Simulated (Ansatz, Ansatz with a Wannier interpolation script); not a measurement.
# G0W0 band structure of ThSeO (P4/nmm)

Wanted: quasiparticle gap and band widths of ThSeO (P4/nmm) over the whole zone.

Main program and level: Ansatz 0.2.0; LDA, Wannier functions and G0W0, plane waves, PAW.

This is a report of a sequence of runs, with most program output left out.

## Step 1: The starting structure

The structure is tetragonal, space group P4/nmm (No. 129). The conventional cell has a = 4.038 Å, b = 4.038 Å, c = 7.030 Å, α = 90.00°, β = 90.00°, γ = 90.00°. Nearest to Th lie 4 O at 2.38 Å and 6 Se at 3.15 to 3.87 Å and 4 Th at 3.82 Å. Se has 6 Th at 3.15 to 3.87 Å nearest. O has 4 Th at 2.38 Å nearest. Farther neighbours and most contacts between anions are not listed.

As a file:

```cif
data_structure
_symmetry_space_group_name_H-M 'P 1'
_symmetry_Int_Tables_number 1
_cell_length_a 4.0380
_cell_length_b 4.0380
_cell_length_c 7.0300
_cell_angle_alpha 90.000
_cell_angle_beta 90.000
_cell_angle_gamma 90.000
_cell_volume 114.63
loop_
_atom_site_label
_atom_site_type_symbol
_atom_site_fract_x
_atom_site_fract_y
_atom_site_fract_z
_atom_site_occupancy
Th1 Th 0.00000 0.50000 0.18000 1
Th2 Th 0.50000 0.00000 0.82000 1
Se3 Se 0.00000 0.50000 0.63000 1
Se4 Se 0.50000 0.00000 0.37000 1
O5 O 0.00000 0.00000 0.00000 1
O6 O 0.50000 0.50000 0.00000 1
```

The cell and positions come from the Crystallography Open Database and are kept as given unless a step says otherwise. Spin-orbit coupling is left out unless a step names it. The default PAW set here is soft_2. Its files were made with PBE.

## Step 2: LDA bands

Levels along a band path, at the cheap level, show where the edges lie and whether the meshes to come will hold them.

This step: DFT, LDA, plane waves, PAW.

Input file input.yaml:

```yaml
crystal:
  lattice:
    - [4.038, 0.0, 0.0]
    - [0.0, 4.038, 0.0]
    - [0.0, 0.0, 7.03]
  atoms:
    - { symbol: Th, position: [0.0, 0.5, 0.18] }
    - { symbol: Th, position: [0.5, 0.0, 0.82] }
    - { symbol: Se, position: [0.0, 0.5, 0.63] }
    - { symbol: Se, position: [0.5, 0.0, 0.37] }
    - { symbol: O, position: [0.0, 0.0, 0.0] }
    - { symbol: O, position: [0.5, 0.5, 0.0] }
kpoints:
  mp_grid: { grid: [4, 4, 2] }
  band_path:
    path:
      - [[0.0, 0.0, 0.0], [0.0, 0.5, 0.0], [0.5, 0.5, 0.0], [0.0, 0.0, 0.0], [0.0, 0.0, 0.5], [0.0, 0.5, 0.5], [0.5, 0.5, 0.5], [0.0, 0.0, 0.5]]
      - [[0.0, 0.5, 0.0], [0.0, 0.5, 0.5]]
      - [[0.5, 0.5, 0.0], [0.5, 0.5, 0.5]]
    npoints: 10
hamiltonian:
  xc: lda
scf:
  occupations: { method: fermi_dirac, width: 0.02 }
  n_extra_bands: 60
output:
  eigenvalues: true
  fatbands: true
  write_density: true
  write_potential: true
  elf: true
  volumetric_format: npy
```

Command:

```console
> ansatz run input.yaml --threads 16 --pin off --max-ram 27648MiB --backend cpu --events-out ev --progress --plain --runs-dir out
```

Elapsed: 8.4 s, on 16 threads of Arm Neoverse N1, shared host; peak memory 1.4 GiB.

Numbers from this step:

- filled bands: 34
- gap: 0.6582 eV
- valence top at: Γ
- conduction bottom at: Γ
- least direct gap: 0.6582 eV

The gap is direct, at Γ.

The electronic bands at the labelled points (eV, zero at the top of the highest nominally filled band):

| point | band 31 | band 32 | band 33 | band 34 | band 35 | band 36 | band 37 | band 38 |
| --- | --- | --- | --- | --- | --- | --- | --- | --- |
| Γ | -2.14 | -0.63 | 0.00 | 0.00 | 0.66 | 1.74 | 1.86 | 2.41 |
| halfway | -2.24 | -1.54 | -0.85 | -0.84 | 1.53 | 2.09 | 2.19 | 2.23 |
| X | -1.92 | -1.92 | -1.41 | -1.41 | 1.84 | 1.84 | 2.58 | 2.58 |
| halfway | -1.93 | -1.93 | -1.23 | -1.23 | 2.05 | 2.05 | 2.25 | 2.25 |
| M | -2.35 | -2.35 | -1.40 | -1.40 | 1.97 | 1.97 | 2.38 | 2.38 |
| halfway | -1.95 | -1.90 | -1.25 | -0.83 | 1.94 | 2.18 | 2.28 | 2.43 |
| Γ | -2.14 | -0.63 | 0.00 | 0.00 | 0.66 | 1.74 | 1.86 | 2.41 |
| halfway | -2.00 | -1.14 | -0.20 | -0.20 | 0.82 | 1.59 | 1.86 | 2.47 |
| Z | -1.82 | -1.82 | -0.43 | -0.43 | 1.17 | 1.25 | 1.87 | 2.57 |
| halfway | -1.84 | -1.15 | -0.97 | -0.75 | 1.79 | 1.99 | 2.23 | 2.30 |
| R | -1.78 | -1.78 | -1.30 | -1.30 | 2.04 | 2.04 | 2.51 | 2.51 |
| halfway | -1.98 | -1.98 | -1.51 | -1.51 | 2.17 | 2.17 | 2.31 | 2.31 |
| A | -1.86 | -1.86 | -1.36 | -1.36 | 2.15 | 2.15 | 2.39 | 2.39 |
| halfway | -2.54 | -1.59 | -1.02 | -0.94 | 2.08 | 2.22 | 2.29 | 2.34 |
| Z | -1.82 | -1.82 | -0.43 | -0.43 | 1.17 | 1.25 | 1.87 | 2.57 |
| jump to X | -1.92 | -1.92 | -1.41 | -1.41 | 1.84 | 1.84 | 2.58 | 2.58 |
| halfway | -1.85 | -1.85 | -1.34 | -1.34 | 1.96 | 1.96 | 2.55 | 2.55 |
| R | -1.78 | -1.78 | -1.30 | -1.30 | 2.04 | 2.04 | 2.51 | 2.51 |
| jump to M | -2.35 | -2.35 | -1.40 | -1.40 | 1.97 | 1.97 | 2.38 | 2.38 |
| halfway | -2.09 | -2.09 | -1.38 | -1.38 | 2.04 | 2.04 | 2.39 | 2.39 |
| A | -1.86 | -1.86 | -1.36 | -1.36 | 2.15 | 2.15 | 2.39 | 2.39 |

Electrostatic potential energy in the ac plane at fractional y = 0.000, with atoms of Th and Se and O within 0.2 Å of it. With pseudopotentials it is smooth inside the atoms' cores, unlike the true potential.

Values in eV, 24 rows by 14 columns, each cell a mean:
```
-37 -26  -1   9   5  -3 -11 -13  -8  -1   7   9 -12 -29
-17  -8   8   7  -5 -21 -39 -43 -33 -17   1   8   3 -11
 12  12   9   1 -23 -50 -68 -71 -64 -44 -11   4  11  12
 14  13   8  -3 -34 -63 -71 -71 -70 -57 -19   1  11  14
 15  13   8  -3 -34 -63 -71 -71 -70 -57 -19   0  11  14
 15  14   9   1 -23 -50 -68 -71 -63 -43 -11   3  11  14
 16  15  11   6  -5 -21 -38 -42 -33 -17   0   8  13  15
 16  16  14  10   5  -2 -10 -12  -7   0   7  11  15  16
 17  17  16  14  11   9   7   7   8  10  13  14  16  17
 17  17  17  16  14  13  12  12  13  13  15  16  17  17
 18  18  17  17  15  14  13  12  13  14  16  17  18  18
 18  18  17  16  14  10   5   3   7  11  15  17  18  18
 18  18  17  15   7  -3  -6  -5  -6  -1  11  15  17  18
 18  17  16  13  -1  -5   2   3  -1  -6   5  14  17  18
 17  17  16  11  -5  -2   7   9   4  -5   1  12  16  17
 17  17  15  11  -4  -3   6   8   3  -5   2  13  16  17
 16  16  15  13   2  -6  -3  -1  -5  -5   8  14  16  16
 15  15  15  15  10   2  -5  -6  -3   4  13  15  16  15
 15  15  16  16  15  13  10   9  11  14  15  16  15  15
 15  15  16  16  16  16  15  15  15  16  16  16  15  15
 13  14  15  16  16  16  16  16  16  16  16  16  15  14
 -4   4  14  15  16  15  15  15  15  15  16  15  11   1
-32 -23   3  14  14  13  11  11  12  13  14  13  -8 -26
-46 -32  -5  12  11   9   6   6   7   9  12  10 -18 -37
```
Columns run along a (4.0 Å; values clipped at the 3rd and 97th percentile), rows up along c (7.0 Å). Atoms in or near the plane, at fractional coordinates: Th at (0.50, 0.82), Se at (0.50, 0.37), O at (0.00, 0.00).

Valence density in the ac plane at fractional y = 0.000, with atoms of Th and Se and O within 0.2 Å of it. It is the smooth field of the valence electrons, not physical close to the nuclei.

Values in e/Å³, 24 rows by 14 columns, each cell a mean:
```
 6  4  1  1  0  1  1  1  1  1  0  1  2  5
 3  2  1  1  1  1  1  2  1  1  1  1  1  2
 1  1  0  1  1  2  1  1  1  1  1  0  0  1
 0  0  0  1  1  1  1  1  1  2  1  0  0  0
 0  0  0  1  1  1  1  1  1  2  1  0  0  0
 0  0  0  0  1  2  1  1  1  1  1  0  0  0
 0  0  0  0  1  1  1  2  1  1  0  0  0  0
 0  0  0  0  0  1  1  1  1  0  0  0  0  0
 0  0  0  0  0  0  0  0  0  0  0  0  0  0
 0  0  0  0  0  0  0  0  0  0  0  0  0  0
 0  0  0  0  0  0  0  0  0  0  0  0  0  0
 0  0  0  0  0  0  1  1  1  0  0  0  0  0
 0  0  0  0  0  1  2  3  2  1  0  0  0  0
 0  0  0  0  1  2  9 12  6  2  1  0  0  0
 0  0  0  0  1  5 25 37 15  3  1  0  0  0
 0  0  0  0  1  4 20 29 12  3  1  0  0  0
 0  0  0  0  1  1  4  6  3  1  1  0  0  0
 0  0  0  0  0  1  1  1  1  1  0  0  0  0
 0  0  0  0  0  0  0  0  0  0  0  0  0  0
 0  0  0  0  0  0  0  0  0  0  0  0  0  0
 1  0  0  0  0  0  0  0  0  0  0  0  0  0
 2  1  0  0  0  0  0  0  0  0  0  0  1  1
 5  4  1  0  0  0  0  0  0  0  0  1  2  4
 7  5  2  1  0  0  0  0  0  0  0  1  3  6
```
Columns run along a (4.0 Å), rows up along c (7.0 Å). Atoms in or near the plane, at fractional coordinates: Th at (0.50, 0.82), Se at (0.50, 0.37), O at (0.00, 0.00).

## Step 3: Wannier functions (O:2p Se:4p Th:6d Th:5f) on 8×8×4

Localised functions give a small Hamiltonian that interpolates between mesh points at no cost.

This step: maximally localised Wannier functions, LDA, plane waves, PAW.

input.yaml, the sections that differ from step 2:

```yaml
kpoints:
  mp_grid: { grid: [4, 4, 2] }
scf:
  occupations: { method: fixed }
  n_extra_bands: 60
output:
  wannier:
    kmesh: [8, 8, 4]
    projections:
      - { species: O, l: p, shell: 2 }
      - { species: Se, l: p, shell: 4 }
      - { species: Th, l: d, shell: 6 }
      - { species: Th, l: f, shell: 5 }
    minimise: true
    write_hr: true
    seedname: w
    conv_tol: 1.0e-07
    max_iter: 4000
    disentanglement:
      window: [6.71, 22.1]
      frozen_window: [6.71, 17.89]
      conv_tol: 1.0e-08
# crystal, hamiltonian: as in step 2
```

Wall time 27 s (16 threads); peak memory 1.6 GiB; 4.1 min of CPU time.

Numbers from this step:

```
gauge-invariant spread     : 58.28 Å²
diagonal spread            : 0.07161 Å²
off-diagonal spread        : 7.967 Å²
total spread               : 66.31 Å²
least projectability       : 0.4531
localisation steps         : 63
disentanglement steps      : 67
r.m.s. interpolation error : 0.001307 eV
r.m.s. error near the gap  : 0.001399 eV
```

Near the gap the model misses directly solved bands by 1.4 meV r.m.s. and by 25 meV at most in the window tested. This tests the starting bands, not the corrections carried with them.

Wannier functions, by row:

| function | x (Å) | y (Å) | z (Å) | spread (Å²) | nearest atom | distance (Å) |
| --- | --- | --- | --- | --- | --- | --- |
| 1 | 0.056 | 0 | -0.035 | 1.157 | O5 | 0.066 |
| 2 | -0.056 | 0 | -0.035 | 1.157 | O5 | 0.066 |
| 3 | 0 | 0 | 0.07 | 1.18 | O5 | 0.07 |
| 4 | 2.019 | 2.075 | -0.035 | 1.157 | O6 | 0.066 |
| 5 | 2.019 | 2.019 | 0.07 | 1.18 | O6 | 0.07 |
| 6 | 2.019 | 1.963 | -0.035 | 1.157 | O6 | 0.066 |
| 7 | 0 | 2.019 | 4.454 | 2.361 | Se3 | 0.025 |
| 8 | 0 | 2.019 | 4.422 | 2.295 | Se3 | 0.007 |
| 9 | 0 | 2.019 | 4.422 | 2.295 | Se3 | 0.007 |
| 10 | 2.019 | 0 | 2.576 | 2.361 | Se4 | 0.025 |
| 11 | 2.019 | 0 | 2.608 | 2.295 | Se4 | 0.007 |
| 12 | 2.019 | 0 | 2.608 | 2.295 | Se4 | 0.007 |
| 13 | 0 | 2.017 | 0.779 | 1.931 | Th1 | 0.487 |
| 14 | -0.001 | 2.017 | 1.862 | 2.421 | Th1 | 0.597 |
| 15 | 0 | 2.027 | 1.862 | 2.421 | Th1 | 0.597 |
| 16 | -0.01 | 1.538 | 1.365 | 1.937 | Th1 | 0.491 |
| 17 | -0.464 | 2.144 | 1.361 | 1.913 | Th1 | 0.49 |
| 18 | 2.018 | 0.001 | 6.251 | 1.93 | Th2 | 0.487 |
| 19 | 2.027 | 0.001 | 5.168 | 2.421 | Th2 | 0.597 |
| 20 | 2.017 | -0.003 | 5.168 | 2.421 | Th2 | 0.597 |
| 21 | 1.539 | -0.032 | 5.665 | 1.936 | Th2 | 0.491 |
| 22 | 2.163 | -0.459 | 5.67 | 1.905 | Th2 | 0.49 |
| 23 | -0.381 | 1.72 | 1.358 | 1.845 | Th1 | 0.493 |
| 24 | 0.001 | 2.014 | 1.019 | 1.362 | Th1 | 0.247 |
| 25 | 0.226 | 2.446 | 1.357 | 1.871 | Th1 | 0.491 |
| 26 | 0 | 2.017 | 1.092 | 1.373 | Th1 | 0.174 |
| 27 | -0.21 | 2.453 | 1.358 | 1.877 | Th1 | 0.491 |
| 28 | 0.371 | 1.707 | 1.359 | 1.843 | Th1 | 0.493 |
| 29 | 0.469 | 2.126 | 1.362 | 1.919 | Th1 | 0.49 |
| 30 | 1.735 | -0.392 | 5.672 | 1.849 | Th2 | 0.493 |
| 31 | 2.461 | -0.192 | 5.672 | 1.885 | Th2 | 0.49 |
| 32 | 2.437 | 0.243 | 5.673 | 1.864 | Th2 | 0.492 |
| 33 | 1.693 | 0.359 | 5.671 | 1.841 | Th2 | 0.494 |
| 34 | 2.017 | 0.001 | 5.938 | 1.373 | Th2 | 0.174 |
| 35 | 2.105 | 0.473 | 5.667 | 1.925 | Th2 | 0.491 |
| 36 | 2.015 | 0.002 | 6.011 | 1.362 | Th2 | 0.247 |

Frozen up to 4.66 eV; above it the model need not follow the bands. The electronic bands at the labelled points (eV, zero at the valence-band top):

| point | band 31 | band 32 | band 33 | band 34 | band 35 | band 36 | band 37 | band 38 |
| --- | --- | --- | --- | --- | --- | --- | --- | --- |
| Γ | -2.14 | -0.63 | 0.00 | 0.00 | 0.66 | 1.74 | 1.86 | 2.41 |
| halfway | -2.24 | -1.54 | -0.85 | -0.84 | 1.53 | 2.09 | 2.19 | 2.23 |
| X | -1.92 | -1.92 | -1.41 | -1.41 | 1.84 | 1.84 | 2.58 | 2.58 |
| halfway | -1.93 | -1.93 | -1.23 | -1.23 | 2.05 | 2.05 | 2.25 | 2.25 |
| M | -2.35 | -2.35 | -1.40 | -1.40 | 1.97 | 1.97 | 2.38 | 2.38 |
| halfway | -1.95 | -1.90 | -1.25 | -0.83 | 1.94 | 2.18 | 2.28 | 2.43 |
| Γ | -2.14 | -0.63 | 0.00 | 0.00 | 0.66 | 1.74 | 1.86 | 2.41 |
| halfway | -2.00 | -1.14 | -0.20 | -0.20 | 0.82 | 1.59 | 1.86 | 2.47 |
| Z | -1.82 | -1.82 | -0.43 | -0.43 | 1.17 | 1.25 | 1.87 | 2.57 |
| halfway | -1.84 | -1.15 | -0.97 | -0.75 | 1.79 | 1.99 | 2.23 | 2.30 |
| R | -1.78 | -1.78 | -1.30 | -1.30 | 2.04 | 2.04 | 2.51 | 2.51 |
| halfway | -1.98 | -1.98 | -1.51 | -1.51 | 2.17 | 2.17 | 2.31 | 2.31 |
| A | -1.86 | -1.86 | -1.36 | -1.36 | 2.15 | 2.15 | 2.39 | 2.39 |
| halfway | -2.53 | -1.59 | -1.02 | -0.94 | 2.08 | 2.22 | 2.29 | 2.34 |
| Z | -1.82 | -1.82 | -0.43 | -0.43 | 1.17 | 1.25 | 1.87 | 2.57 |
| jump to X | -1.92 | -1.92 | -1.41 | -1.41 | 1.84 | 1.84 | 2.58 | 2.58 |
| halfway | -1.85 | -1.85 | -1.34 | -1.34 | 1.96 | 1.96 | 2.55 | 2.55 |
| R | -1.78 | -1.78 | -1.30 | -1.30 | 2.04 | 2.04 | 2.51 | 2.51 |
| jump to M | -2.35 | -2.35 | -1.40 | -1.40 | 1.97 | 1.97 | 2.38 | 2.38 |
| halfway | -2.09 | -2.09 | -1.38 | -1.38 | 2.04 | 2.04 | 2.39 | 2.39 |
| A | -1.86 | -1.86 | -1.36 | -1.36 | 2.15 | 2.15 | 2.39 | 2.39 |

The same for Kohn-Sham, solved directly:

| point | band 31 | band 32 | band 33 | band 34 | band 35 | band 36 | band 37 | band 38 |
| --- | --- | --- | --- | --- | --- | --- | --- | --- |
| Γ | -2.14 | -0.63 | 0.00 | 0.00 | 0.66 | 1.74 | 1.86 | 2.41 |
| X | -1.92 | -1.92 | -1.41 | -1.41 | 1.84 | 1.84 | 2.58 | 2.58 |
| M | -2.35 | -2.35 | -1.40 | -1.40 | 1.97 | 1.97 | 2.38 | 2.38 |
| Γ | -2.14 | -0.63 | 0.00 | 0.00 | 0.66 | 1.74 | 1.86 | 2.41 |
| Z | -1.82 | -1.82 | -0.43 | -0.43 | 1.17 | 1.25 | 1.87 | 2.57 |
| R | -1.78 | -1.78 | -1.30 | -1.30 | 2.04 | 2.04 | 2.51 | 2.51 |
| A | -1.86 | -1.86 | -1.36 | -1.36 | 2.15 | 2.15 | 2.39 | 2.39 |
| Z | -1.82 | -1.82 | -0.43 | -0.43 | 1.17 | 1.25 | 1.87 | 2.57 |
| X | -1.92 | -1.92 | -1.41 | -1.41 | 1.84 | 1.84 | 2.58 | 2.58 |
| R | -1.78 | -1.78 | -1.30 | -1.30 | 2.04 | 2.04 | 2.51 | 2.51 |
| M | -2.35 | -2.35 | -1.40 | -1.40 | 1.97 | 1.97 | 2.38 | 2.38 |
| A | -1.86 | -1.86 | -1.36 | -1.36 | 2.15 | 2.15 | 2.39 | 2.39 |

## Step 4: G0W0 at every point of the mesh: 4×4×2 mesh, 478 empty bands, screening to 150 eV

Now the one-shot GW correction: screening in the RPA, then the self-energy of the levels asked for.

This step: G0W0 on LDA, plane waves, PAW.

input.yaml, the sections that differ from step 3:

```yaml
scf:
  occupations: { method: fixed }
gw:
  n_empty_bands: 478
  ecut_chi: 150.0
  qp_bands: [v12, c18]
  screening: { model: contour_deformation }
# crystal, kpoints, hamiltonian: as in step 3
# output: removed
```

Run time: 8.9 min. Hardware: 16 threads; peak memory 4.8 GiB; 1.8 h of CPU time.

This step gave:

```yaml
bands_summed: 512
rpa_eps_infinity_on_this_mesh_eigenvalues: 7.987, 9.241, 9.241
plane_waves_in_the_screening_matrix: 471
q_points_in_the_mesh: 32
g0w0_gap_on_the_mesh: 1.878 eV
k_of_the_valence_top: 0, 0, 0
k_of_the_conduction_bottom: 0, 0, 0
starting_gap_on_the_mesh: 0.6582 eV
z_at_the_valence_top: 0.7743
z_at_the_conduction_bottom: 0.7811
least_direct_g0w0_gap_on_the_computed_points: 1.878 eV
```

The gap on the mesh goes from 0.66 eV to 1.88 eV, a correction of +1.22 eV. Between the two edge states, bare exchange in place of the xc potential would open the gap by 7.56 eV, and correlation takes back 6.34 eV.

## Step 5: Interpolating the corrections

A script adds the corrections, carried to the Wannier functions and back, to the LDA levels, along the path and on a 13×13×9 mesh.

```
G0W0 gap over the zone     : 1.878 eV
valence top at             : Γ
conduction bottom at       : Γ
starting gap over the zone : 0.6582 eV
least direct G0W0 gap      : 1.878 eV
G0W0 gap on the mesh       : 1.878 eV
valence width, start       : 6.367 eV
valence width, G0W0        : 6.421 eV
gap by a rigid shift       : 1.878 eV
```

Levels solved directly plus the interpolated quasiparticle correction. Limits: finite bands, cutoff and mesh; f levels unsure; no spin-orbit coupling; coarse k mesh. Quasiparticle bands along the path, in eV, zero at the valence-band top of each set:

| point | band 31 | band 32 | band 33 | band 34 | band 35 | band 36 | band 37 | band 38 |
| --- | --- | --- | --- | --- | --- | --- | --- | --- |
| Γ | -2.24 | -0.69 | 0.00 | 0.00 | 1.88 | 3.46 | 3.73 | 4.07 |
| halfway | -2.36 | -1.52 | -0.85 | -0.84 | 3.34 | 3.83 | 4.04 | 4.49 |
| X | -2.00 | -2.00 | -1.36 | -1.36 | 3.62 | 3.62 | 4.76 | 4.76 |
| halfway | -2.06 | -2.06 | -1.20 | -1.20 | 4.17 | 4.17 | 4.56 | 4.56 |
| M | -2.46 | -2.46 | -1.55 | -1.55 | 4.35 | 4.35 | 4.48 | 4.48 |
| halfway | -2.04 | -1.97 | -1.21 | -0.82 | 4.10 | 4.12 | 4.31 | 4.57 |
| Γ | -2.24 | -0.69 | 0.00 | 0.00 | 1.88 | 3.46 | 3.73 | 4.07 |
| halfway | -2.07 | -1.17 | -0.16 | -0.16 | 2.12 | 3.45 | 3.99 | 4.07 |
| Z | -1.89 | -1.89 | -0.34 | -0.34 | 2.58 | 2.96 | 4.06 | 4.47 |
| halfway | -1.89 | -1.17 | -0.83 | -0.75 | 3.72 | 3.76 | 4.39 | 4.56 |
| R | -1.83 | -1.83 | -1.24 | -1.24 | 4.03 | 4.03 | 4.76 | 4.76 |
| halfway | -2.09 | -2.09 | -1.56 | -1.56 | 4.45 | 4.45 | 4.69 | 4.69 |
| A | -1.90 | -1.90 | -1.50 | -1.50 | 4.55 | 4.55 | 4.80 | 4.80 |
| halfway | -2.66 | -1.59 | -1.01 | -0.98 | 4.38 | 4.51 | 4.60 | 4.69 |
| Z | -1.89 | -1.89 | -0.34 | -0.34 | 2.58 | 2.96 | 4.06 | 4.47 |
| jump to X | -2.00 | -2.00 | -1.36 | -1.36 | 3.62 | 3.62 | 4.76 | 4.76 |
| halfway | -1.91 | -1.91 | -1.27 | -1.27 | 3.83 | 3.83 | 4.85 | 4.85 |
| R | -1.83 | -1.83 | -1.24 | -1.24 | 4.03 | 4.03 | 4.76 | 4.76 |
| jump to M | -2.46 | -2.46 | -1.55 | -1.55 | 4.35 | 4.35 | 4.48 | 4.48 |
| halfway | -2.14 | -2.14 | -1.52 | -1.52 | 4.43 | 4.43 | 4.62 | 4.62 |
| A | -1.90 | -1.90 | -1.50 | -1.50 | 4.55 | 4.55 | 4.80 | 4.80 |

The same for LDA:

(Unchanged from step 3.)

Corrections by starting level (eV, on the run's own energy scale, so only their differences matter):

| start | correction |
| --- | --- |
| -6.37 | −0.42 |
| -5.58 | −0.35 |
| -5.38 | −0.38 |
| -5.08 | −0.35 |
| -4.44 | −0.27 |
| -4.00 | −0.26 |
| -3.18 | −0.43 |
| -2.35 | −0.48 |
| -1.86 | −0.41 |
| -1.40 | −0.52 |
| -0.85 | −0.36 |
| -0.43 | −0.28 |
| 0.66 | +0.85 |
| 1.84 | +1.41 |
| 2.90 | +1.49 |
| 4.09 | +1.32 |
| 4.68 | +0.92 |
| 5.95 | +0.77 |

## Step 6: LDA+SOC bands, for comparison

The many-body steps leave out spin-orbit coupling, so its effect is taken from a two-component run, with twice the bands.

This step: DFT, LDA with spin-orbit coupling, plane waves, PAW.

input.yaml, the sections that differ from step 4:

```yaml
kpoints:
  mp_grid: { grid: [4, 4, 2] }
  band_path:
    path:
      - [[0.0, 0.0, 0.0], [0.0, 0.5, 0.0], [0.5, 0.5, 0.0], [0.0, 0.0, 0.0], [0.0, 0.0, 0.5], [0.0, 0.5, 0.5], [0.5, 0.5, 0.5], [0.0, 0.0, 0.5]]
      - [[0.0, 0.5, 0.0], [0.0, 0.5, 0.5]]
      - [[0.5, 0.5, 0.0], [0.5, 0.5, 0.5]]
    npoints: 10
scf:
  occupations: { method: fermi_dirac, width: 0.02 }
  n_extra_bands: 12
magnetization:
  noncollinear: true
  spin_orbit: true
output:
  eigenvalues: true
# crystal, hamiltonian: as in step 4
# gw: removed
```

Elapsed: 24 s, on 16 threads; peak memory 2.7 GiB; 5.9 min of CPU time.

Numbers from this step:

```yaml
filled_bands: 68
gap: 0.4516 eV
valence_top_at: Γ
conduction_bottom_at: Γ
least_direct_gap: 0.4516 eV
```

The gap stands −0.21 eV against LDA.

(Continued in part 2 of 2.)

[Paths, hosts, dates, memory and timing lines, banners, echoed tables and standing remarks are left out of the program output.]

[Logs are printed without paths, hosts, clocks, repeated set-up lines and the standing remarks that a program may print on its own settings, such as how far it seeks lower states.]

[Runs of the session that timed out or met a known fault of the program may be left out.]

[Hosts, paths, dates, database ids (printed as entryN), source tags and the programs' standing remarks are cut or masked in the printed files.]
